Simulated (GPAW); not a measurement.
# Surface energy and work function of Cu(110) from slabs of 4 to 14 layers (RPBE)

How do energy and work function of Cu(110) films settle with thickness, and what surface energy follows?

How it was computed: GPAW 26.7.0, plane waves at 450 eV with PAW setups; symmetric 1×1 slabs cut at the tabulated lattice constant (two decimals; low-temperature values for the alkali metals), atoms at bulk places, 7.5 Å of vacuum on each side, one in-plane mesh for all thicknesses, Fermi-Dirac smearing of 0.1 eV. Energies are extrapolated to zero smearing and count from the program's reference atoms. Functional RPBE. The cell's area is 9.215 Å².

Results, with one row withheld:

```tsv
layers	energy (eV)	work function (eV)
4	−11.0115	4.23
5	−14.1681	4.14
6	−17.2540	4.23
7	−20.4124	4.13
8	−23.5127	4.23
9	−26.6610	4.11
10	−29.7687	4.22
11	−32.9046	4.13
12	−36.0228	4.21
14	?	?
```

Q: What surface energy do these runs give, and what energy and work function should the 14-layer slab have?

Worked answer. A slab of n layers has E(n) = nε + 2Aγ once its middle is bulk-like. A line through n = 6 to 12 has the slope ε = −3.1267 eV a layer and the intercept 2Aγ = 1.4920 eV (r.m.s. residual 10.9 meV). So γ = 1.4920 / (2 × 9.215 Å²) = 0.0810 eV/Å² = 1.30 J/m², with a standard error of about 0.02 J/m² from the scatter about the line. For 14 layers: 1.4920 + 14 × (−3.1267) = −42.281 eV; the run gives −42.268 eV, 13.3 meV over the line. The work function has no such law: from 6 to 12 layers it moves between 4.11 and 4.23 eV (mean 4.18), and the 14-layer slab gives 4.20 eV. The thinnest slab, 4 layers, lies +0.05 eV from that mean. The values go up and down with thickness, as expected where levels confined across the film cross the Fermi level one by one. The measured value for this face is 4.56 eV (“Anisotropic work function of elemental crystals” (2019, arxiv:1902.07811)); the unrelaxed 14-layer slab lies 0.36 eV under it.

**Limits.** The surfaces are unrelaxed, so γ is an upper bound for this functional and lattice constant. The tabulated lattice constant isn't the functional's own, which strains the slab a little.

[Logs are printed without paths, hosts, clocks, repeated set-up lines and the standing remarks that a program may print on its own settings, such as how far it seeks lower states.]
